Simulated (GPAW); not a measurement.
# How KBr absorbs and reflects light, part 2 of 2

Aim: the dielectric function of KBr, and the optical constants that follow from it.

GPAW 26.7.0; DFT, PBE, plane-wave PAW (GPAW data sets), scalar-relativistic, RPA, optical limit.

So far. Step 2 (Ground state): There is a gap, 4.44 eV on this mesh (points off the mesh can give less), so no carriers' term is needed.

## 4. Dielectric function, RPA

Local fields let the induced charge screen the field inside the cell, which as a rule lowers ε, most along directions where the density is uneven.

This step: DFT, PBE, plane-wave PAW (GPAW data sets), scalar-relativistic, RPA, optical limit (GPAW 26.7.0).

Input file df.py:

```python
from gpaw.response.df import DielectricFunction

df = DielectricFunction('full.gpw', frequencies={'type': 'nonlinear', 'domega0': 0.03, 'omega2': 8},
                        ecut=50,
                        eta=0.1,
                        nbands=43,
                        txt='df.txt')
for direction in ['x']:
    df.get_dielectric_function(xc='RPA', direction=direction, filename=f'df_{direction}.csv')
```

Started as:

```console
OMP_NUM_THREADS=1 python df.py
```

What it wrote:

```text
Using integrator: PointIntegrator
NonLinearFrequencyDescriptor(from 0.000 to 63.145 eV, 494 points)
Nonperiodic BCs:  [False False False]
Using integrator: PointIntegrator
NonLinearFrequencyDescriptor(from 0.000 to 63.145 eV, 494 points)
Nonperiodic BCs:  [False False False]

Calculating chi0 body with:
    Ground state adapter containing:
    Number of spins: 1
    Number of kpoints: 4096
    Number of irreducible kpoints: 145
    Number of completely occupied states: 8
    Number of partially occupied states: 8

    Linear response parametrization:
    q_c: [0.0, 0.0, 0.0]
    Number of frequency points: 494
    Planewave cutoff: 50.0
    Number of bands: 43
    Number of planewaves: 59
    Broadening (eta): 0.1

Integrating chi0 body.

Symmetries of q_c:
    Direct symmetries (Uq -> q): 48
    Indirect symmetries (TUq -> q): 0
In total 48 allowed symmetries.

145 groups of equivalent kpoints. 96.4599609375% reduction.

Integral kind: spectral function

Calculating chi0 optical extensions with:
    Ground state adapter containing:
    Number of spins: 1
    Number of kpoints: 4096
    Number of irreducible kpoints: 145
    Number of completely occupied states: 8
    Number of partially occupied states: 8

    Linear response parametrization:
    Number of frequency points: 494
    Planewave cutoff: 50.0
    Number of bands: 43
    Number of planewaves: 59
    Broadening (eta): 0.1
Integrating chi0 head and wings.

Symmetries of q_c:
    Direct symmetries (Uq -> q): 48
    Indirect symmetries (TUq -> q): 0
In total 48 allowed symmetries.

145 groups of equivalent kpoints. 96.4599609375% reduction.

Integral kind: spectral function wings
```

Run time: 26 s. Hardware: 1 thread of Arm Neoverse V2, shared host; peak memory 0.3 GiB.

Numbers from this step:

- electronic dielectric constant ε∞, mean over x, y and z (by symmetry where fewer were run): 2.357
- main peak of Im epsilon, first axis: 7.281 eV

Some rows of df_x.csv (energy; Re and Im without local fields; Re and Im with them):

```text
0.000000, 2.823333, 0.000000, 2.356675, 0.000000
0.555532, 2.831269, 0.002877, 2.362241, 0.002018
1.143969, 2.857685, 0.006175, 2.380775, 0.004335
1.768324, 2.908684, 0.010333, 2.416606, 0.007267
2.431988, 2.995598, 0.016246, 2.477851, 0.011474
3.138794, 3.142207, 0.026278, 2.581889, 0.018756
3.893091, 3.415015, 0.051081, 2.779499, 0.037738
4.699832, 3.960231, 0.411613, 3.173716, 0.347451
5.564682, 4.255487, 1.056321, 3.256883, 0.839621
6.494155, 4.918655, 3.004855, 3.619033, 1.795264
7.495775, 1.628896, 3.596282, 1.698927, 2.746257
8.578281, 2.466014, 2.228420, 1.655269, 1.188409
9.751884, 0.153396, 3.523170, 1.650069, 2.398824
11.028587, -0.353319, 1.027861, -0.024309, 1.772103
12.422601, 0.535816, 1.058818, 0.573876, 0.945305
13.950874, 1.760041, 0.503727, 1.035219, 0.164814
15.633783, 0.403654, 0.824471, 1.208105, 0.843515
17.496047, 1.346881, 0.693694, 0.934607, 0.552523
19.567954, 1.362252, 0.753003, 0.690142, 0.687736
```

The Im ε, E ∥ x has structure finer than the step of the table below, so its rows give means over 0.5 eV, whole bins alone (the curve runs from 0 to 19.9 eV). Peaks (eV: height): 7.27: 2.98, 9.89: 2.50, 16.34: 1.33.

Values under the direct gap are tails of Lorentzian lines. The Im ε, E ∥ x by photon energy; means over each step:

| photon energy (eV) | Im ε, E ∥ x |
| --- | --- |
| 0.5 | 0.00182 |
| 1.0 | 0.00375 |
| 1.5 | 0.00594 |
| 2.0 | 0.00860 |
| 2.5 | 0.0121 |
| 3.0 | 0.0171 |
| 3.5 | 0.0255 |
| 4.0 | 0.0462 |
| 4.5 | 0.216 |
| 5.0 | 0.528 |
| 5.5 | 0.720 |
| 6.0 | 0.970 |
| 6.5 | 1.66 |
| 7.0 | 2.64 |
| 7.5 | 2.66 |
| 8.0 | 1.79 |
| 8.5 | 1.29 |
| 9.0 | 1.52 |
| 9.5 | 2.26 |
| 10.0 | 2.46 |
| 10.5 | 2.29 |
| 11.0 | 1.73 |
| 11.5 | 0.983 |
| 12.0 | 0.860 |
| 12.5 | 0.884 |
| 13.0 | 0.566 |
| 13.5 | 0.270 |
| 14.0 | 0.204 |
| 14.5 | 0.420 |
| 15.0 | 0.633 |
| 15.5 | 0.861 |
| 16.0 | 0.980 |
| 16.5 | 1.11 |
| 17.0 | 0.656 |
| 17.5 | 0.563 |
| 18.0 | 0.654 |
| 18.5 | 0.814 |
| 19.0 | 0.881 |
| 19.5 | 0.732 |

Table of Re ε, E ∥ x by photon energy:

photon energy (eV), Re ε, E ∥ x and a bar:
```
        0       2.36 ####################
        1       2.37 ####################
        2       2.43 #####################
        3       2.56 ######################
        4       2.82 ########################
        5       3.19 ###########################
        6       3.49 ##############################
        7       3.01 ##########################
        8       1.32 ###########
        9       2.18 ###################
       10       1.26 ###########
       11       0.02 
       12       0.50 ####
       13       0.46 ####
       14       1.08 #########
       15       1.47 #############
       16       1.26 ###########
       17       0.69 ######
       18       1.06 #########
       19       0.88 #######
```

The loss function −Im 1/ε at q → 0, E ∥ x has structure finer than the step of the table below, so its rows give means over 0.5 eV, whole bins alone (the curve runs from 0 to 19.9 eV). Peaks (eV: height): 8.09: 0.370, 11.40: 0.974, 12.83: 1.10, 16.96: 0.764.

Values under the direct gap are tails of Lorentzian lines. The loss function −Im 1/ε at q → 0, E ∥ x by energy loss; means over each step:

| energy loss (eV) | loss function −Im 1/ε at q → 0, E ∥ x |
| --- | --- |
| 0.5 | 3.3e-4 |
| 1.0 | 6.6e-4 |
| 1.5 | 0.00103 |
| 2.0 | 0.00145 |
| 2.5 | 0.00195 |
| 3.0 | 0.00260 |
| 3.5 | 0.00358 |
| 4.0 | 0.00571 |
| 4.5 | 0.0218 |
| 5.0 | 0.0510 |
| 5.5 | 0.0661 |
| 6.0 | 0.0758 |
| 6.5 | 0.106 |
| 7.0 | 0.162 |
| 7.5 | 0.274 |
| 8.0 | 0.357 |
| 8.5 | 0.311 |
| 9.0 | 0.214 |
| 9.5 | 0.257 |
| 10.0 | 0.322 |
| 10.5 | 0.406 |
| 11.0 | 0.591 |
| 11.5 | 0.940 |
| 12.0 | 0.859 |
| 12.5 | 0.864 |
| 13.0 | 1.05 |
| 13.5 | 0.565 |
| 14.0 | 0.171 |
| 14.5 | 0.232 |
| 15.0 | 0.252 |
| 15.5 | 0.372 |
| 16.0 | 0.384 |
| 16.5 | 0.624 |
| 17.0 | 0.682 |
| 17.5 | 0.472 |
| 18.0 | 0.423 |
| 18.5 | 0.463 |
| 19.0 | 0.586 |
| 19.5 | 0.722 |

The reflectivity at normal incidence, E ∥ x has structure finer than the step of the table below, so its rows give means over 0.5 eV, whole bins alone (the curve runs from 0 to 19.9 eV). Peaks (eV: height): 7.27: 15.6, 11.10: 20.6, 12.67: 8.51, 16.44: 8.15, 19.21: 5.16.

Reflectivity at normal incidence, E ∥ x against photon energy; means over each step:

| photon energy (eV) | reflectivity at normal incidence, E ∥ x (%) |
| --- | --- |
| 0.5 | 4.48 |
| 1.0 | 4.54 |
| 1.5 | 4.64 |
| 2.0 | 4.79 |
| 2.5 | 5.01 |
| 3.0 | 5.32 |
| 3.5 | 5.76 |
| 4.0 | 6.47 |
| 4.5 | 7.67 |
| 5.0 | 8.24 |
| 5.5 | 8.71 |
| 6.0 | 9.94 |
| 6.5 | 12.2 |
| 7.0 | 14.6 |
| 7.5 | 14.4 |
| 8.0 | 9.54 |
| 8.5 | 6.25 |
| 9.0 | 8.09 |
| 9.5 | 11.9 |
| 10.0 | 14.2 |
| 10.5 | 16.0 |
| 11.0 | 19.0 |
| 11.5 | 12.0 |
| 12.0 | 7.06 |
| 12.5 | 7.44 |
| 13.0 | 5.82 |
| 13.5 | 1.97 |
| 14.0 | 0.363 |
| 14.5 | 1.19 |
| 15.0 | 2.39 |
| 15.5 | 3.40 |
| 16.0 | 4.16 |
| 16.5 | 6.81 |
| 17.0 | 3.59 |
| 17.5 | 1.92 |
| 18.0 | 2.24 |
| 18.5 | 3.31 |
| 19.0 | 4.41 |
| 19.5 | 4.29 |

The Im ε, E ∥ x has structure finer than the step of the table below, so its rows give means over 0.5 eV, whole bins alone (the curve runs from 0 to 19.9 eV). Peaks (eV: height): without local fields 6.93: 4.40, 9.22: 4.54, 14.87: 1.89; with local fields 7.27: 2.98, 9.89: 2.50, 16.34: 1.33.

Values under the direct gap are tails of Lorentzian lines. Table of Im ε, E ∥ x by photon energy; means over each step:

| photon energy (eV) | without local fields | with local fields |
| --- | --- | --- |
| 0.5 | 0.00259 | 0.00182 |
| 1.0 | 0.00534 | 0.00375 |
| 1.5 | 0.00846 | 0.00594 |
| 2.0 | 0.0122 | 0.00860 |
| 2.5 | 0.0171 | 0.0121 |
| 3.0 | 0.0240 | 0.0171 |
| 3.5 | 0.0352 | 0.0255 |
| 4.0 | 0.0614 | 0.0462 |
| 4.5 | 0.258 | 0.216 |
| 5.0 | 0.633 | 0.528 |
| 5.5 | 0.903 | 0.720 |
| 6.0 | 1.37 | 0.970 |
| 6.5 | 2.80 | 1.66 |
| 7.0 | 4.23 | 2.64 |
| 7.5 | 3.55 | 2.66 |
| 8.0 | 2.53 | 1.79 |
| 8.5 | 2.27 | 1.29 |
| 9.0 | 3.75 | 1.52 |
| 9.5 | 3.89 | 2.26 |
| 10.0 | 3.04 | 2.46 |
| 10.5 | 1.98 | 2.29 |
| 11.0 | 1.08 | 1.73 |
| 11.5 | 0.791 | 0.983 |
| 12.0 | 0.950 | 0.860 |
| 12.5 | 0.958 | 0.884 |
| 13.0 | 0.625 | 0.566 |
| 13.5 | 0.374 | 0.270 |
| 14.0 | 0.772 | 0.204 |
| 14.5 | 1.69 | 0.420 |
| 15.0 | 1.62 | 0.633 |
| 15.5 | 0.917 | 0.861 |
| 16.0 | 0.674 | 0.980 |
| 16.5 | 0.388 | 1.11 |
| 17.0 | 0.388 | 0.656 |
| 17.5 | 0.700 | 0.563 |
| 18.0 | 0.964 | 0.654 |
| 18.5 | 0.966 | 0.814 |
| 19.0 | 0.830 | 0.881 |
| 19.5 | 0.760 | 0.732 |

From ε follow the optical constants at some laser and lamp lines:

| wavelength (nm) | n | k | R (%) | 1/α |
| --- | --- | --- | --- | --- |
| 1550 | 1.54 | 0.001 | 4.5 | 129 µm |
| 1064 | 1.54 | 0.001 | 4.6 | 59 µm |
| 800 | 1.55 | 0.002 | 4.7 | 32 µm |
| 633 | 1.56 | 0.003 | 4.8 | 19 µm |
| 450 | 1.59 | 0.004 | 5.2 | 8.0 µm |
| 365 | 1.62 | 0.007 | 5.6 | 4.1 µm |
| 308 | 1.68 | 0.013 | 6.5 | 1.8 µm |

Below the direct gap, k and the depth come from the tails of the Lorentzian lines, not from transitions.

## 5. What came out

| Property | Result |
| --- | --- |
| electronic dielectric constant ε∞, mean over x, y and z (by symmetry where fewer were run) (RPA) | 2.36 |
| main peak of Im epsilon, first axis | 7.28 eV |

In words: At this level (PBE, RPA) KBr has ε∞ = 2.36 and n = 1.54 at 1550 nm, and Im ε peaks at 7.3 eV. On the mesh the gap is 4.44 eV and the least direct gap 4.44 eV. Local fields change the static value along x from 2.82 to 2.36 (-17 %). Distinct maxima of Im ε, read by a parabola through the highest points, lie at 7.28 eV (3.0), 9.90 eV (2.5), 16.36 eV (1.3) and 19.15 eV (0.91). Excitons and phonon-assisted transitions are missing; PBE gaps are as a rule too small, which pulls the onset down and ε∞ up. The sum runs over mesh points, so small or evenly spaced maxima can still be ripples of the mesh.

[Machine, clock and banner lines and Python warnings are left out of the logs.]

[Logs are printed without paths, hosts, clocks, repeated set-up lines and the standing remarks that a program may print on its own settings, such as how far it seeks lower states.]

[Hosts, paths, dates, database ids (printed as entryN), source tags and the programs' standing remarks are cut or masked in the printed files.]
